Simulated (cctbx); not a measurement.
**Lattice, Laue class and space group of a new crystal**

Cell: a = 9.7420 Å, b = 9.7420 Å, c = 9.7420 Å, α = 90.00°, β = 90.00°, γ = 90.00°. Expected content of the cell: Ir8 Ce4 S24 Na4.

Simulated single-crystal data (cctbx): Cu Kα, λ = 1.54184 Å, to d = 0.83 Å, 70 % of the full sphere, strongest reflection 20000 counts, noise from counting, a 2 % proportional error and a noise floor of 2 counts (s.d.); no absorption.

Tests on the unmerged data give:

```text
4752 reflections to d = 0.832 A
centring   violations  <I/sigma> of those
    A          0 of  2395     -0.0
    B          0 of  2401     -0.0
    C          0 of  2366     -0.0
    I        576 of  2376      3.3
    R        772 of  3148      5.7
    F          0 of  3581     -0.0
Laue class    unique    Rint  (classes that these axes allow; Friedel mates merged)
F m m m           251   0.021
F m -3             89   0.023
F m -3 m           66   0.024
space group    extra absences  I>4sigma  <I/sigma>
F 4 3 2                 0          0         -  acentric
F -4 3 m                0          0         -  acentric
F m -3 m                0          0         -  centric
Wilson B = 0.90 A^2   <|E^2-1|> = 0.744 (0.968 centric, 0.736 acentric)   E^2>4: 0.0 %
shell (A)         n   <I/sigma>
 5.62 - 1.42     18     84.1
 1.42 - 1.13     13     98.0
 1.13 - 0.99     10    101.2
 0.99 - 0.90     14     78.2
 0.90 - 0.84     11     87.6
```

**Question.** What are the lattice type, the Laue class and the likely space group?

The reflections that A, B, C and F centring forbids are absent (⟨I/σ⟩ near 0), so the lattice is F. F holds A, B and C together.

Rint stays low (0.021 to 0.024) up to F m -3 m, the highest class in these axes.

3 settings pass the absence test. No glide or screw absences show, which leaves F 4 3 2, F -4 3 m and F m -3 m.

⟨|E²−1|⟩ = 0.744 leans to a non-centrosymmetric structure. Here that hint misleads: the statistic assumes many like atoms on general positions, and few, heavy or special-position atoms break it. The Wilson B of 0.90 Å² means U ≈ 0.0114 Å².

The true group is Fm-3m (no. 225), Laue class m-3m, centrosymmetric. The tables only narrow the choice to the tied entries; cell content, site symmetry and trial solutions must settle it.

This is a model crystal, built by substitution and not relaxed, with assumed displacement parameters.

[Logs are printed without paths, hosts, clocks, repeated set-up lines and the standing remarks that a program may print on its own settings, such as how far it seeks lower states.]
